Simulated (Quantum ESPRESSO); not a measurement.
# Collinear magnetic orders of FeGe with Quantum ESPRESSO

Aim: find out which collinear order of FeGe costs least.

Program: Quantum ESPRESSO 7.5. Level of theory: PBE; plane waves with GBRV 1.5 PBE potentials, no spin-orbit coupling. Results are calculated unless marked as measured.

The database entry behind the starting cell differs from later determinations by our own check (about 0.2 % short), so it need not match the best structure at ambient conditions.

**1. The starting structure**

Symmetry: P2_13, No. 198, cubic system. The conventional cell has a = 4.689 Å, b = 4.689 Å, c = 4.689 Å, α = 90.00°, β = 90.00°, γ = 90.00°. Nearest to Fe lie 7 Ge at 2.38 to 2.64 Å. Ge has 7 Fe at 2.38 to 2.64 Å nearest. Farther neighbours are not listed.

The cell comes from the Crystallography Open Database.

**2. Run 1, typed as ferro ++++**

The signs are those of the starting moments on the seeded atoms, the atoms that are given a moment.

The input, pw.in:

```
&CONTROL
  calculation = 'scf'
  prefix = 'pwscf'
  outdir = './tmp'
  pseudo_dir = './pseudo'
  disk_io = 'nowf'
/
&SYSTEM
  ibrav = 0
  celldm(1) = 8
  nat = 8
  ntyp = 2
  ecutwfc = 40
  ecutrho = 280
  nbnd = 80
  occupations = 'smearing'
  smearing = 'fd'
  degauss = 0.00367493
  nspin = 2
  starting_magnetization(1) = 0.175
  starting_magnetization(2) = 0
/
&ELECTRONS
  conv_thr = 1.6d-08
  electron_maxstep = 150
  mixing_beta = 0.3
/
ATOMIC_SPECIES
Fe     55.8450 fe_pbe_v1.5.uspp.F.UPF
Ge     72.6300 ge_pbe_v1.4.uspp.F.UPF
CELL_PARAMETERS alat
   1.1076157247963    0.0000000000000    0.0000000000000
   0.0000000000000    1.1076157247963    0.0000000000000
   0.0000000000000    0.0000000000000    1.1076157247963
ATOMIC_POSITIONS crystal
Fe      0.1350000000    0.1350000000    0.1350000000
Fe      0.3650000000    0.8650000000    0.6350000000
Fe      0.6350000000    0.3650000000    0.8650000000
Fe      0.8650000000    0.6350000000    0.3650000000
Ge      0.8420000000    0.8420000000    0.8420000000
Ge      0.6580000000    0.1580000000    0.3420000000
Ge      0.3420000000    0.6580000000    0.1580000000
Ge      0.1580000000    0.3420000000    0.6580000000
K_POINTS automatic
8 8 8 0 0 0
```

The run is started by

```console
$ OMP_NUM_THREADS=1 mpirun -n 4 pw.x -nk 4 -in pw.in > pw.out
```

The log of the run:

```text
Program PWSCF v.7.5 starts

     Message from routine setup:
     using ibrav=0 with symmetry is DISCOURAGED, use correct ibrav instead

     K-points division:     npool     =       4
     Subspace diagonalization in iterative solution of the eigenvalue problem:

     G-vector sticks info
     --------------------
     sticks:   dense  smooth     PW     G-vecs:    dense   smooth      PW
     Sum        1749     997    293                54963    23847    3887

     Using Slab Decomposition

     bravais-lattice index     =            0
     lattice parameter (alat)  =       8.0000  a.u.
     unit-cell volume          =     695.7245 (a.u.)^3
     number of atoms/cell      =            8
     number of atomic types    =            2
     number of electrons       =       120.00
     number of Kohn-Sham states=           80
     kinetic-energy cutoff     =      40.0000  Ry
     charge density cutoff     =     280.0000  Ry
     scf convergence threshold =      1.6E-08
     mixing beta               =       0.3000
     number of iterations used =            8  plain     mixing
     Exchange-correlation=  SLA  PW   PBX  PBC
                           (   1   4   3   4   0   0   0)

     celldm(1)=   8.000000  celldm(2)=   0.000000  celldm(3)=   0.000000
     celldm(4)=   0.000000  celldm(5)=   0.000000  celldm(6)=   0.000000

     crystal axes: (cart. coord. in units of alat)
               a(1) = (   1.107616   0.000000   0.000000 )
               a(2) = (   0.000000   1.107616   0.000000 )
               a(3) = (   0.000000   0.000000   1.107616 )

     reciprocal axes: (cart. coord. in units 2 pi/alat)
               b(1) = (  0.902840  0.000000  0.000000 )
               b(2) = (  0.000000  0.902840  0.000000 )
               b(3) = (  0.000000  0.000000  0.902840 )

     PseudoPot. # 1 for Fe read from file:
     fe_pbe_v1.5.uspp.F.UPF
     Pseudo is Ultrasoft + core correction, Zval = 16.0
     Generated by new atomic code, or converted to UPF format
     Using radial grid of  861 points,  6 beta functions with:
                l(1) =   0
                l(2) =   0
                l(3) =   1
                l(4) =   1
                l(5) =   2
                l(6) =   2
     Q(r) pseudized with  8 coefficients,  rinner =    1.000   1.000   1.000
                                                       1.000   1.000

     PseudoPot. # 2 for Ge read from file:
     ge_pbe_v1.4.uspp.F.UPF
     Pseudo is Ultrasoft + core correction, Zval = 14.0
     Generated by new atomic code, or converted to UPF format
     Using radial grid of  873 points,  6 beta functions with:
                l(1) =   0
                l(2) =   0
                l(3) =   1
                l(4) =   1
                l(5) =   2
                l(6) =   2
     Q(r) pseudized with  8 coefficients,  rinner =    1.400   1.400   1.400
                                                       1.400   1.400

     atomic species   valence    mass     pseudopotential
     Fe               16.00    55.84500     Fe( 1.00)
     Ge               14.00    72.63000     Ge( 1.00)

     Starting magnetic structure
     atomic species   magnetization
     Fe              0.175
     Ge              0.000

     12 Sym. Ops. (no inversion) found ( 9 have fractional translation)

   Cartesian axes

     site n.     atom                  positions (alat units)
         1        Fe     tau(   1) = (   0.1495281   0.1495281   0.1495281  )
         2        Fe     tau(   2) = (   0.4042797   0.9580876   0.7033360  )
         3        Fe     tau(   3) = (   0.7033360   0.4042797   0.9580876  )
         4        Fe     tau(   4) = (   0.9580876   0.7033360   0.4042797  )
         5        Ge     tau(   5) = (   0.9326124   0.9326124   0.9326124  )
         6        Ge     tau(   6) = (   0.7288111   0.1750033   0.3788046  )
         7        Ge     tau(   7) = (   0.3788046   0.7288111   0.1750033  )
         8        Ge     tau(   8) = (   0.1750033   0.3788046   0.7288111  )

     number of k points=    45  Fermi-Dirac smearing, width (Ry)=  0.0037
                       cart. coord. in units 2pi/alat
        k(    1) = (   0.0000000   0.0000000   0.0000000), wk =   0.0019531
        k(    2) = (   0.0000000   0.0000000   0.1128550), wk =   0.0117188
        k(    3) = (   0.0000000   0.0000000   0.2257100), wk =   0.0117188
        k(    4) = (   0.0000000   0.0000000   0.3385651), wk =   0.0117188
        k(    5) = (   0.0000000   0.0000000  -0.4514201), wk =   0.0058594
        [... 40 further k-points ...]

     Dense  grid:    54963 G-vectors     FFT dimensions: (  48,  48,  48)

     Smooth grid:    23847 G-vectors     FFT dimensions: (  36,  36,  36)

     Check: negative core charge=   -0.000031
     Generating pointlists ...
     new r_m :   0.2319 (alat units)  1.8549 (a.u.) for type    1
     new r_m :   0.2319 (alat units)  1.8549 (a.u.) for type    2

     Initial potential from superposition of free atoms

     starting charge     115.9965, renormalised to     120.0000
     Starting wfcs are   88 randomized atomic wfcs

     Self-consistent Calculation

     iteration #  1     ecut=    40.00 Ry     beta= 0.30
     Davidson diagonalization with overlap
     ethr =  1.00E-02,  avg # of iterations =  3.5

     total energy              =   -1855.77031981 Ry
     estimated scf accuracy    <       3.29018694 Ry

     total magnetization       =     5.69 Bohr mag/cell
     absolute magnetization    =     7.21 Bohr mag/cell

     iteration #  2     ecut=    40.00 Ry     beta= 0.30
     Davidson diagonalization with overlap
     ethr =  2.74E-03,  avg # of iterations =  2.0

     total energy              =   -1855.85292393 Ry
     estimated scf accuracy    <       1.22304421 Ry

     total magnetization       =     6.48 Bohr mag/cell
     absolute magnetization    =     7.92 Bohr mag/cell

     iteration #  3     ecut=    40.00 Ry     beta= 0.30
     Davidson diagonalization with overlap
     ethr =  1.02E-03,  avg # of iterations =  2.0

     total energy              =   -1855.95857124 Ry
     estimated scf accuracy    <       0.47812487 Ry

     total magnetization       =     5.73 Bohr mag/cell
     absolute magnetization    =     7.33 Bohr mag/cell

     [... further iterations left out ...]

     iteration # 12     ecut=    40.00 Ry     beta= 0.30
     Davidson diagonalization with overlap
     ethr =  5.21E-09,  avg # of iterations =  2.1

     total energy              =   -1856.03561300 Ry
     estimated scf accuracy    <       0.00000082 Ry

     total magnetization       =     4.40 Bohr mag/cell
     absolute magnetization    =     5.60 Bohr mag/cell

     iteration # 13     ecut=    40.00 Ry     beta= 0.30
     Davidson diagonalization with overlap
     ethr =  6.81E-10,  avg # of iterations =  2.0

     total energy              =   -1856.03561405 Ry
     estimated scf accuracy    <       0.00000023 Ry

     total magnetization       =     4.41 Bohr mag/cell
     absolute magnetization    =     5.62 Bohr mag/cell

     iteration # 14     ecut=    40.00 Ry     beta= 0.30
     Davidson diagonalization with overlap
     ethr =  1.89E-10,  avg # of iterations =  2.0

     total energy              =   -1856.03561437 Ry
     estimated scf accuracy    <       0.00000003 Ry

     total magnetization       =     4.40 Bohr mag/cell
     absolute magnetization    =     5.61 Bohr mag/cell

     iteration # 15     ecut=    40.00 Ry     beta= 0.30
     Davidson diagonalization with overlap
     ethr =  2.34E-11,  avg # of iterations =  2.0

     Magnetic moment per site  (integrated on atomic sphere of radius R)
     atom   1 (R=0.232)  charge= 14.2664  magn=  1.2290
     atom   2 (R=0.232)  charge= 14.2664  magn=  1.2290
     atom   3 (R=0.232)  charge= 14.2664  magn=  1.2290
     atom   4 (R=0.232)  charge= 14.2664  magn=  1.2290
     atom   5 (R=0.232)  charge= 11.6832  magn= -0.0604
     atom   6 (R=0.232)  charge= 11.6832  magn= -0.0604
     atom   7 (R=0.232)  charge= 11.6832  magn= -0.0604
     atom   8 (R=0.232)  charge= 11.6832  magn= -0.0604

     End of self-consistent calculation

     [... lines left out ...]
     the Fermi energy is    16.5778 ev

!    total energy              =   -1856.03561444 Ry
     estimated scf accuracy    <          1.4E-09 Ry
     smearing contrib. (-TS)   =      -0.00444736 Ry
     internal energy E=F+TS    =   -1856.03116708 Ry

     The total energy is F=E-TS. E is the sum of the following terms:
     one-electron contribution =    -879.58063841 Ry
     hartree contribution      =     543.07016571 Ry
     xc contribution           =    -350.64757204 Ry
     ewald contribution        =   -1168.87312233 Ry

     total magnetization       =     4.41 Bohr mag/cell
     absolute magnetization    =     5.61 Bohr mag/cell

     convergence has been achieved in  15 iterations

=------------------------------------------------------------------------------=
   JOB DONE.
=------------------------------------------------------------------------------=
```

It took 2.5 min on 4 MPI ranks of Intel Xeon Platinum 8375C at 2.90GHz (Ice Lake), shared host; peak memory 0.86 GiB.

Spin moment in the atom's sphere by atom:

| atom | spin moment in the atom's sphere (μB) |
| --- | --- |
| Fe1 | 1.23 |
| Fe2 | 1.23 |
| Fe3 | 1.23 |
| Fe4 | 1.23 |
| Ge5 | -0.06 |
| Ge6 | -0.06 |
| Ge7 | -0.06 |
| Ge8 | -0.06 |

Read from the output:

```
smearing term TS       : 0.06051 eV
magnetization          : 4.405 μB
absolute magnetization : 5.613 μB
final state            : ferromagnetic
```

Spin density in the ac plane at fractional y = 0.135, with atoms of Fe and Ge within 0.2 Å of it.

Ten even steps from '0' (0.0 e/Å³) to '9' (2.3 e/Å³), each cell a mean:
```
00000000000000
00000000000000
00000000000000
00000000000000
00000000000000
00000000000000
00000000000000
00000000000000
00000000000000
00000000000000
02310000000000
27940000000000
16820000000000
01200000000000
```
Columns run along a (4.7 Å), rows up along c (4.7 Å). Atoms in or near the plane, at fractional coordinates: Fe at (0.13, 0.13), Ge at (0.66, 0.34).

Valence density in the ac plane at fractional y = 0.135, with atoms of Fe and Ge within 0.2 Å of it. It is the smooth field of the valence electrons, not physical close to the nuclei.

Ten steps, logarithmic in the rise over the least value, from '_' (0 e/Å³) to '@' (31 e/Å³), each cell a mean:
```
....::..____________________
__________________..________
____..______________________
__........__________________
__........__________________
____......__________________
______________....::..______
____________..::==**==::____
____________..--%%@@##--..__
..----::..__..--##@@##--....
==####++::__..::==++==::....
**@@@@##--..__............::
++%%@@##--________________..
--++**==..________________..
```
Columns run along a (4.7 Å), rows up along c (4.7 Å). Atoms in or near the plane, at fractional coordinates: Fe at (0.13, 0.13), Ge at (0.66, 0.34).

[end of part 1 of 2]

[Logs and program files are shortened in this print: banners, set-up blocks, solver, clock and traceback lines can be left out without a mark of their own.]

[Logs are printed without paths, hosts, clocks, repeated set-up lines and the standing remarks that a program may print on its own settings, such as how far it seeks lower states.]

[Hosts, paths, dates, database ids (printed as entryN), source tags and the programs' standing remarks are cut or masked in the printed files.]

[Where a cell is said to come from a database of computed structures, the database is the Materials Project.]
